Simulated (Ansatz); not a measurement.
# 1T-PbBrI bilayer (like faces together) in a perpendicular field

What dipole does a perpendicular field induce in the 1T-PbBrI bilayer (like faces together), and does the gap follow? A positive field points along +c.

Program: Ansatz 0.2.0. Level of theory: plane-wave DFT, PBE-D4, Ansatz PAW (set soft_1); PAW set soft_1. Results are calculated unless marked as measured.

## (1) The starting structure

The cell holds 6 atoms: 2 I, 2 Pb and 2 Br. Its edges and angles: a = 4.142 Å, b = 4.142 Å, c = 47.376 Å, α = 90.0°, β = 90.0°, γ = 120.0°. Regions: layer 1: 1T-PbBrI, 3 atoms (1 I, 1 Pb and 1 Br); layer 2: 1T-PbBrI, 3 atoms (1 I, 1 Pb and 1 Br). Vacuum lies along c.

## (2) Relaxing the slab

The starting cell is a guess, so the in-plane lattice and the atoms are relaxed first, with the slab cut off from its images along the normal.

Contents of input.yaml:

```yaml
crystal:
  lattice:
    - [4.142421, 0.0, 0.0]
    - [-2.0712105, 3.5874418192, 0.0]
    - [0.0, 0.0, 47.3757220595]
  atoms:
    - { symbol: I, position: [0.6666666667, 0.3333333333, 0.4137140111] }
    - { symbol: Pb, position: [0.0, 0.0, 0.4443264096] }
    - { symbol: Br, position: [0.3333333333, 0.6666666667, 0.4662274277] }
    - { symbol: I, position: [0.0, 0.0, 0.5862859889] }
    - { symbol: Pb, position: [0.3333333333, 0.6666666667, 0.5556735904] }
    - { symbol: Br, position: [0.6666666667, 0.3333333333, 0.5337725723] }
  periodic: [true, true, false]
kpoints:
  mp_grid: { grid: [12, 12, 1] }
hamiltonian:
  xc: pbe
  dispersion: d4
  pseudopotentials: { kind: paw, azcp: { folder: soft_1 } }
scf:
  occupations: { method: fermi_dirac, width: 0.05 }
  convergence: { dr2_threshold: 1.0e-09 }
relax:
  f_tol: 0.004
  max_steps: 90
  cell: {}
output:
  write_potential: true
  write_density: true
  volumetric_format: npy
```

Command:

```console
ansatz run input.yaml --threads 4 --pin off --max-ram 6144MiB --backend cpu --events-out ev --progress --plain --runs-dir out
```

Numbers of over 12 decimals in the logs are rounded to 6 here.

What it wrote:

```text
Warning: relax.cell: scf.convergence.dr2_threshold = 1e-9 eV is looser than the 1.81621770401e-10 eV advised for a relaxation that steers and ends on the stress (1e-10 eV for each atom of the cell: 6, times the square of relax.cell.stress_2d_tol = 0.05 N/m over 18.2 Å (the atoms' height at the walk's start and 5 Å past either face), 2.751e-2 GPa, over a crystal's default 0.05). What an SCF threshold leaves in a stress goes as its square root, and in the free energy as the threshold itself, and one threshold admits the most on a small cell: [figures from the program's tests cut] Set scf.convergence.dr2_threshold to 1.81621770401e-10 eV or tighter. [rest of the remark cut]
Engine: ansatz 0.2.0, aarch64-unknown-linux-gnu
Pseudopotentials: kind: paw
Pseudopotential: I, paw, valence charge 17, recommended cutoff 420 eV (normal), soft_1/I.paw.azcp
Pseudopotential: Pb, paw, valence charge 14, recommended cutoff 420 eV (normal), soft_1/Pb.paw.azcp
Pseudopotential: Br, paw, valence charge 7, recommended cutoff 420 eV (normal), soft_1/Br.paw.azcp
Functional definition: PBE
  parameter kappa = 0.804
  parameter beta = 0.066725
  exchange = pbe_x(kappa = kappa, mu = beta*pi^2/3)
  correlation = pbe_c(beta = beta)
Crystal: 6 atoms, lattice volume = 704.036 Å³
Basis set: ecut = 420 eV, 13587 PW (Γ), exchange–correlation on 60×60×640 points (8 copies of the dense FFT grid, shifted against one another)
Bands: 46, of which v1, the nominal top of the filled ones, is band 38 counted from 1 (37 counted from 0)
Symmetry: 6 space group operations
Space group: P3m1 (ITA 156), of the structure as read, at distance tolerance 8.9e-5 Å
k-points: 19 of 144 (time reversal used)
Non-local potential: I, projectors of the file, l = 0: 2, l = 1: 2, l = 2: 2, l = 3: 1
Non-local potential: Pb, projectors of the file, l = 0: 2, l = 1: 2, l = 2: 2, l = 3: 1
Non-local potential: Br, projectors of the file, l = 0: 2, l = 1: 2, l = 2: 2
PAW form: soft (Blöchl's): semilocal exchange-correlation on the pseudo side does not see the compensation charge
PAW one-centre angular grid: I, 590 points (default); XC on 64 Gauss nodes
PAW one-centre angular grid: Pb, 590 points (default); XC on 64 Gauss nodes
PAW one-centre angular grid: Br, 110 points (default); XC on 64 Gauss nodes
Initial density: superposition of atomic densities (neutral atoms: chi_scale 0, normalization atom)
Initial wavefunctions: pseudopotential atomic-orbital guess
Functional: x = pbe(κ = 0.804, μ = 0.219515), c = pbe(β = 0.066725)
iter 1 solved again at ethr=1.25e-3 eV; its pass at ethr=3.10e-3 eV (dr2=9.46e-1 eV) is discarded
SCF iter   1: F=—  HF=-44410.101892 eV  |F-HF|=—  |Δ(HF+E_count)|=         —  Δρ=9.22e-3  dr2=9.53e-1  ethr=1.25e-3  ⟨swp⟩=1.9  Hψ=8139  notcnv=0
preconditioner: auto → Resta (q_TF=auto, 1.883 Å⁻¹)  ε∞=1.5  [insulator: Δε(μ)=1.481 eV  Ē_g=14.604 eV  σ=0.050 eV  W_gap=1.00  n_scr=94 (ndim 8)  ℏωp=10.5 eV  f_vac=0.742  D(μ)=0.00/eV (n_scr^D=0)  ε∞_Penn≈1.5  vacuum switching on, ρ_ref=1.5e-2 e/Å³]
SCF iter   2: F=—  HF=-44409.831248 eV  |F-HF|=—  |Δ(HF+E_count)|=   2.71e-1  Δρ=3.42e-3  dr2=1.13e-1  ethr=1.25e-3  ⟨swp⟩=3.9  Hψ=1657  notcnv=0
SCF iter   3: F=—  HF=-44409.855597 eV  |F-HF|=—  |Δ(HF+E_count)|=   2.43e-2  Δρ=1.97e-3  dr2=2.09e-1  ethr=1.49e-4  ⟨swp⟩=6.2  Hψ=2353  notcnv=0  defer=12
SCF iter   4: F=—  HF=-44409.828563 eV  |F-HF|=—  |Δ(HF+E_count)|=   2.70e-2  Δρ=1.05e-3  dr2=1.15e-2  ethr=1.49e-4  ⟨swp⟩=4.7  Hψ=1630  notcnv=0  defer=44
SCF iter   5: F=—  HF=-44409.830373 eV  |F-HF|=—  |Δ(HF+E_count)|=   1.81e-3  Δρ=3.13e-4  dr2=1.18e-3  ethr=1.52e-5  ⟨swp⟩=2.9  Hψ=1611  notcnv=0  defer=44
SCF iter   6: F=—  HF=-44409.830284 eV  |F-HF|=—  |Δ(HF+E_count)|=   8.87e-5  Δρ=9.34e-5  dr2=4.55e-5  ethr=1.56e-6  ⟨swp⟩=3.1  Hψ=1750  notcnv=0  defer=44
SCF iter   7: F=—  HF=-44409.830324 eV  |F-HF|=—  |Δ(HF+E_count)|=   4.03e-5  Δρ=3.55e-5  dr2=6.67e-5  ethr=5.99e-8  ⟨swp⟩=3.1  Hψ=1903  notcnv=0  defer=44
SCF iter   8: F=—  HF=-44409.830313 eV  |F-HF|=—  |Δ(HF+E_count)|=   1.15e-5  Δρ=1.82e-5  dr2=1.19e-5  ethr=5.99e-8  ⟨swp⟩=3.3  Hψ=1517  notcnv=0  defer=44
SCF iter   9: F=—  HF=-44409.830310 eV  |F-HF|=—  |Δ(HF+E_count)|=   3.12e-6  Δρ=6.53e-6  dr2=5.16e-7  ethr=1.57e-8  ⟨swp⟩=3.0  Hψ=1437  notcnv=0  defer=44
SCF iter  10: F=—  HF=-44409.830399 eV  |F-HF|=—  |Δ(HF+E_count)|=   8.97e-5  Δρ=1.82e-6  dr2=2.38e-8  ethr=6.79e-10  ⟨swp⟩=3.1  Hψ=1895  notcnv=0  defer=44
SCF iter  11: F=—  HF=-44409.830399 eV  |F-HF|=—  |Δ(HF+E_count)|=   9.54e-9  Δρ=6.06e-7  dr2=2.09e-9  ethr=3.13e-11  ⟨swp⟩=3.3  Hψ=1879  notcnv=0  defer=44
SCF iter  12: F=-44409.830399 eV  HF=-44409.830399 eV  |F-HF|=2.98e-10  |Δ(HF+E_count)|=   2.42e-9  Δρ=1.41e-7  dr2=3.78e-10  ethr=1.32e-12  ⟨swp⟩=12.3  Hψ=7049  notcnv=0
SCF 1 converged in 12 iterations: F = -44409.830399 eV  dr2 = 3.78e-10
  greatest PAW one-centre occupation: 0.999 electrons in one spin orbital (limit 2), on the I atom at site 0 (counted from 0), in its partial waves of l = 2
relax step   1: F+E_penalty+E_count = -44409.83039926 eV  Δ(F+E_penalty+E_count) = +0.000e0 eV  max|allowed force component| = 4.933e0 eV/Å  Δτ_max = 0.0000 Å  P = +39.206 N/m  Ω = 704.036 Å³  fix = [c, alpha, beta]  reactions: c +0.000 N/m  (12 SCF iters, accepted)
Crystal: 6 atoms, lattice volume = 729.051 Å³
Basis set: ecut = 420 eV, 14133 PW (Γ), exchange–correlation on 60×60×640 points (8 copies of the dense FFT grid, shifted against one another)
Initial density: handed on by an earlier stage of this run
Initial wavefunctions: those handed on with the density
iter 1 solved again at ethr=1.10e-4 eV; its pass at ethr=3.10e-3 eV (dr2=8.39e-2 eV) is discarded
SCF iter   1: F=—  HF=-44413.558663 eV  |F-HF|=—  |Δ(HF+E_count)|=         —  Δρ=2.42e-3  dr2=8.62e-2  ethr=1.10e-4  ⟨swp⟩=3.6  Hψ=6536  notcnv=0
preconditioner: auto → Resta (q_TF=auto, 1.872 Å⁻¹)  ε∞=1.5  [insulator: Δε(μ)=1.831 eV  Ē_g=14.086 eV  σ=0.050 eV  W_gap=1.00  n_scr=94 (ndim 8)  ℏωp=10.3 eV  f_vac=0.737  D(μ)=0.00/eV (n_scr^D=0)  ε∞_Penn≈1.5  vacuum switching on, ρ_ref=1.4e-2 e/Å³]
SCF iter   2: F=—  HF=-44413.547631 eV  |F-HF|=—  |Δ(HF+E_count)|=   1.10e-2  Δρ=1.29e-3  dr2=5.04e-2  ethr=1.10e-4  ⟨swp⟩=5.8  Hψ=2203  notcnv=0
SCF iter   3: F=—  HF=-44413.543461 eV  |F-HF|=—  |Δ(HF+E_count)|=   4.17e-3  Δρ=8.27e-4  dr2=1.60e-2  ethr=6.63e-5  ⟨swp⟩=4.9  Hψ=1643  notcnv=0  defer=4
SCF iter   4: F=—  HF=-44413.541997 eV  |F-HF|=—  |Δ(HF+E_count)|=   1.46e-3  Δρ=4.58e-4  dr2=1.62e-3  ethr=2.10e-5  ⟨swp⟩=1.9  Hψ=1158  notcnv=0  defer=7
[...]
relax step   4: F+E_penalty+E_count = -44416.14167036 eV  Δ(F+E_penalty+E_count) = -6.574e-1 eV  max|allowed force component| = 5.024e-1 eV/Å  Δτ_max = 0.1942 Å  P = +4.696 N/m  Ω = 777.060 Å³  energy of the carried Pulay correction = -2.814e-3 eV  fix = [c, alpha, beta]  reactions: c +0.000 N/m  (12 SCF iters, accepted)
[...]
relax step   5: F+E_penalty+E_count = -44416.35712888 eV  Δ(F+E_penalty+E_count) = -2.155e-1 eV  max|allowed force component| = 9.139e-2 eV/Å  Δτ_max = 0.2000 Å  P = +1.439 N/m  Ω = 801.353 Å³  energy of the carried Pulay correction = -3.690e-3 eV  fix = [c, alpha, beta]  reactions: c +0.000 N/m  (12 SCF iters, accepted)
[...]
relax step   6: F+E_penalty+E_count = -44416.39272811 eV  Δ(F+E_penalty+E_count) = -3.560e-2 eV  max|allowed force component| = 3.223e-2 eV/Å  Δτ_max = 0.0895 Å  P = +0.331 N/m  Ω = 816.886 Å³  energy of the carried Pulay correction = -4.236e-3 eV  fix = [c, alpha, beta]  reactions: c +0.000 N/m  (11 SCF iters, accepted)
[...]
relax step   7: F+E_penalty+E_count = -44416.39671956 eV  Δ(F+E_penalty+E_count) = -3.991e-3 eV  max|allowed force component| = 3.102e-2 eV/Å  Δτ_max = 0.0650 Å  P = +0.062 N/m  Ω = 826.848 Å³  energy of the carried Pulay correction = -4.580e-3 eV  fix = [c, alpha, beta]  reactions: c +0.000 N/m  (10 SCF iters, accepted)
[...]
relax step   8: F+E_penalty+E_count = -44416.39706521 eV  Δ(F+E_penalty+E_count) = -3.456e-4 eV  max|allowed force component| = 7.222e-3 eV/Å  Δτ_max = 0.0095 Å  P = -0.028 N/m  Ω = 825.889 Å³  energy of the carried Pulay correction = -4.547e-3 eV  fix = [c, alpha, beta]  reactions: c -0.000 N/m  (9 SCF iters, accepted)
[...]
relax step   9: F+E_penalty+E_count = -44416.39710009 eV  Δ(F+E_penalty+E_count) = -3.488e-5 eV  max|allowed force component| = 3.243e-4 eV/Å  Δτ_max = 0.0019 Å  P = -0.002 N/m  Ω = 825.400 Å³  energy of the carried Pulay correction = -4.530e-3 eV  fix = [c, alpha, beta]  reactions: c -0.000 N/m  (8 SCF iters, accepted)
Initial wavefunctions: pseudopotential atomic-orbital guess (no wavefunctions were taken with the density)
iter 1 solved again at ethr=1.18e-6 eV; its pass at ethr=3.10e-3 eV (dr2=9.00e-4 eV) is discarded
SCF iter   1: F=—  HF=-44416.366445 eV  |F-HF|=—  |Δ(HF+E_count)|=         —  Δρ=3.48e-4  dr2=3.94e-5  ethr=1.18e-6  ⟨swp⟩=4.8  Hψ=8711  notcnv=0
preconditioner: auto → Resta (q_TF=auto, 1.833 Å⁻¹)  ε∞=1.5  [insulator: Δε(μ)=2.676 eV  Ē_g=13.165 eV  σ=0.050 eV  W_gap=1.00  n_scr=104 (ndim 8)  ℏωp=9.7 eV  f_vac=0.710  D(μ)=0.00/eV (n_scr^D=0)  ε∞_Penn≈1.5  vacuum switching on, ρ_ref=1.3e-2 e/Å³]
SCF iter   2: F=—  HF=-44416.390075 eV  |F-HF|=—  |Δ(HF+E_count)|=   2.36e-2  Δρ=1.74e-4  dr2=8.66e-6  ethr=5.19e-8  ⟨swp⟩=3.7  Hψ=2200  notcnv=0
SCF iter   3: F=—  HF=-44416.399905 eV  |F-HF|=—  |Δ(HF+E_count)|=   9.83e-3  Δρ=3.87e-5  dr2=2.88e-6  ethr=1.14e-8  ⟨swp⟩=3.5  Hψ=1766  notcnv=0
SCF iter   4: F=—  HF=-44416.400704 eV  |F-HF|=—  |Δ(HF+E_count)|=   7.99e-4  Δρ=1.27e-5  dr2=1.50e-6  ethr=3.79e-9  ⟨swp⟩=3.3  Hψ=1547  notcnv=0
SCF iter   5: F=—  HF=-44416.400780 eV  |F-HF|=—  |Δ(HF+E_count)|=   7.56e-5  Δρ=5.91e-6  dr2=1.08e-6  ethr=1.97e-9  ⟨swp⟩=2.3  Hψ=1170  notcnv=0
SCF iter   6: F=—  HF=-44416.400794 eV  |F-HF|=—  |Δ(HF+E_count)|=   1.41e-5  Δρ=2.88e-6  dr2=2.58e-7  ethr=1.42e-9  ⟨swp⟩=1.3  Hψ=909  notcnv=0
SCF iter   7: F=—  HF=-44416.400799 eV  |F-HF|=—  |Δ(HF+E_count)|=   5.36e-6  Δρ=6.44e-7  dr2=7.41e-9  ethr=3.40e-10  ⟨swp⟩=2.5  Hψ=1246  notcnv=0
SCF iter   8: F=-44416.400800 eV  HF=-44416.400800 eV  |F-HF|=5.67e-8  |Δ(HF+E_count)|=   6.93e-7  Δρ=2.93e-7  dr2=7.81e-10  ethr=1.32e-12  ⟨swp⟩=16.3  Hψ=7881  notcnv=0
SCF 10 converged in 8 iterations: F = -44416.400800 eV  dr2 = 7.81e-10
relax step  10: F+E_penalty+E_count = -44416.40080024 eV  Δ(F+E_penalty+E_count) = -3.700e-3 eV  max|allowed force component| = 2.508e-4 eV/Å  Δτ_max = 0.0000 Å  P = +0.018 N/m  Ω = 825.400 Å³  fix = [c, alpha, beta]  reactions: c +0.000 N/m  stress off target by 1.77e-2 N/m on what of the cell is left free  SCF on the basis re-selected at this cell (its energy is not comparable with the rows above)  (8 SCF iters)
basis re-selected at this cell: Δ(F+E_penalty+E_count) = -3.700e-3 eV, ΔP = +0.020 N/m vs the last step (what re-selecting the basis moved, of the pressure what is left beyond the Pulay correction that the steps carried, after the strain that the cell walked since its last selection, with what the two solves' SCF thresholds leave and, on support functions, any second-order correction that the steps lacked; it is no m [...]
WARN: The output density's exchange-correlation potential varies sharply where the density is thin. Do not read a vacuum level from v_tot or v_xc, or from such a field of the output density. On a cell that repeats whose density bears no net charge and no dipole along the vacuum's axis use v_es (v_loc + v_h of the components); under efield.dipole_correction with no amplitude use v_es + v_field, which holds any externa [...]
SCF converged after 8 iterations
Free energy (F): -44416.400800 eV
Harris-Foulkes:  -44416.400800 eV  (|F-HF|=5.67e-8)
Internal energy: -44416.400800 eV  (E = F + TS)
E sigma→0 (E₀):  -44416.400800 eV
Fermi energy:    -5.082339 eV
--- Per-component energies (eV) ---
  E_band       = -1836.939285
  E_kinetic    = 1162.463752
  E_local      = -228922.149802  (includes V_loc(G=0)·N_el)
  E_nonlocal   = 942.808635
  E_hartree    = 113445.062388
  E_xc         = -1022.386870
  E_vxc        = -716.322352  (∫ρ·V_xc dr)
  E_paw        = -34973.386734  (= ΣΔE_a)
  E_vpaw       = -1193.860115  (= ΣTr[D̂ρ^β])
  E_aug_tail   = -0.005010  (compensation charges beyond the density's cutoff)
  E_ewald      = 104952.761763
  E_disp       = -1.568923  (pairwise vdW)
  E_smearing   = -0.000000  (= −TS)
  E_closure    = -0.000000  (closes the sum)
  Σ components = -44416.400800   (vs F -44416.400800, Δ=0.00e0)
--- Forces (eV/Å), atoms counted from 1 ---
  atom   1  I     -0.00000000     0.00000000    -0.00010959
  atom   2  Pb    -0.00000000     0.00000000    -0.00012499
  atom   3  Br     0.00000000    -0.00000000    -0.00025080
  atom   4  I      0.00000000     0.00000000     0.00012928
  atom   5  Pb    -0.00000000     0.00000000     0.00011028
  atom   6  Br     0.00000000    -0.00000000     0.00024561
  max |Σ_I F_I| component: 2.11e-7 eV/Å
--- 2D stress c σ (N/m, compression-positive) ---
        0.017659      -0.000000      -0.000000
       -0.000000       0.017659      -0.000000
       -0.000000      -0.000000       0.000000
  P = ½ c Tr σ = 0.0177 N/m
--- Band table (eV; the first three rows and the last of 19) ---
  k-point 0: bands = [... 34 lower, -6.8994, -6.8541, -6.8541, -6.6271, -3.8366, -3.7230, -2.6431, -2.6431, ... 4 higher]
  k-point 1: bands = [... 34 lower, -6.9244, -6.8782, -6.7882, -6.5445, -3.6475, -3.5299, -2.6952, -2.6470, ... 4 higher]
  k-point 2: bands = [... 34 lower, -6.9903, -6.9379, -6.6249, -6.5421, -3.4223, -3.1994, -2.6089, -2.5556, ... 4 higher]
  k-point 18: bands = [... 34 lower, -7.3748, -7.2824, -6.6471, -6.5738, -2.5171, -2.5110, -2.1094, -2.0634, ... 4 higher]
--- Relaxed structure (9 steps of the walk, 9 accepted, 1 SCFs on fresh bases) ---
  F+E_penalty+E_count = -44416.40080024 eV   max|allowed force component| = 2.508e-4 eV/Å   (the final SCF, on the basis selected at the relaxed cell)
  cell:  # Å, volume = 825.4002 Å³
    - [4.485275, 0, 0]
    - [-2.242637, 3.884362, 0]
    - [0, 0, 47.3757220595]
  atoms:
    - { symbol: I, position: [0.666667, 0.333333, 0.394597] }
    - { symbol: Pb, position: [-9.396887620462313e-18, -4.209979265972576e-18, 0.435712] }
    - { symbol: Br, position: [0.333333, 0.666667, 0.469844] }
    - { symbol: I, position: [2.0840532860742345e-17, 9.336943760452123e-18, 0.605391] }
    - { symbol: Pb, position: [0.333333, 0.666667, 0.564293] }
    - { symbol: Br, position: [0.666667, 0.333333, 0.530163] }
```

The job ended after 3 min (4 threads of Arm Neoverse V1, shared host; peak memory 1.5 GiB).

The steps of the relaxation:

```
step  energy less that of the first step (eV)  largest force component (eV/Å)  volume (Å³)
   1                                   0.0000                          4.9329       704.04
   2                                  -3.7118                          2.8418       729.05
   3                                  -5.6538                          1.2184       751.61
   4                                  -6.3113                          0.5024       777.06
   5                                  -6.5267                          0.0914       801.35
   6                                  -6.5623                          0.0322       816.89
   7                                  -6.5663                          0.0310       826.85
   8                                  -6.5667                          0.0072       825.89
   9                                  -6.5667                          0.0003       825.40
 10*                                  -6.5704                          0.0003       825.40
```

Relaxation steps marked * repeat the geometry before them on a plane-wave basis chosen anew for their cell, so energy and pressure can jump there.

Forces are held to the 6 operations that the run works with; a distortion that breaks them can't arise in this run.

```csv
cell as run,before,after,change
a (Å),4.142,4.485,+8.3 %
b (Å),4.142,4.485,+8.3 %
```

The atoms that moved most (Å, along periodic axes as changes of fractional coordinates times the final cell, across vacuum about the mean position):

| atom | dx | dy | dz | length |
| --- | --- | --- | --- | --- |
| I1 | 0.000 | 0.000 | -0.906 | 0.906 |
| I4 | 0.000 | 0.000 | 0.905 | 0.905 |
| Pb5 | 0.000 | 0.000 | 0.408 | 0.408 |
| Pb2 | 0.000 | 0.000 | -0.408 | 0.408 |
| Br3 | 0.000 | 0.000 | 0.171 | 0.171 |
| Br6 | 0.000 | 0.000 | -0.171 | 0.171 |

Final coordinates:

```xyz
6
Lattice="4.4853 0.0000 0.0000 -2.2426 3.8844 0.0000 0.0000 0.0000 47.3757" Properties=species:S:1:pos:R:3
I     2.2426    1.2948   18.6943
Pb    0.0000    0.0000   20.6422
Br    0.0000    2.5896   22.2592
I     0.0000    0.0000   28.6808
Pb    0.0000    2.5896   26.7338
Br    2.2426    1.2948   25.1169
```

This step gave:

```yaml
gap_on_the_k_mesh: 2.675 eV
```

The lattice constant a goes from 4.142 to 4.485 Å.

(Part 1 of 3 ends here.)

[Logs are printed without paths, hosts, clocks, repeated set-up lines and the standing remarks that a program may print on its own settings, such as how far it seeks lower states.]

[Hosts, paths, dates, database ids (printed as entryN), source tags and the programs' standing remarks are cut or masked in the printed files.]

[Maps of the electrostatic potential energy from Ansatz leave out the sawtooth potential of an applied field or a dipole correction, so their vacuum need not be flat; planar profiles and work functions include it.]
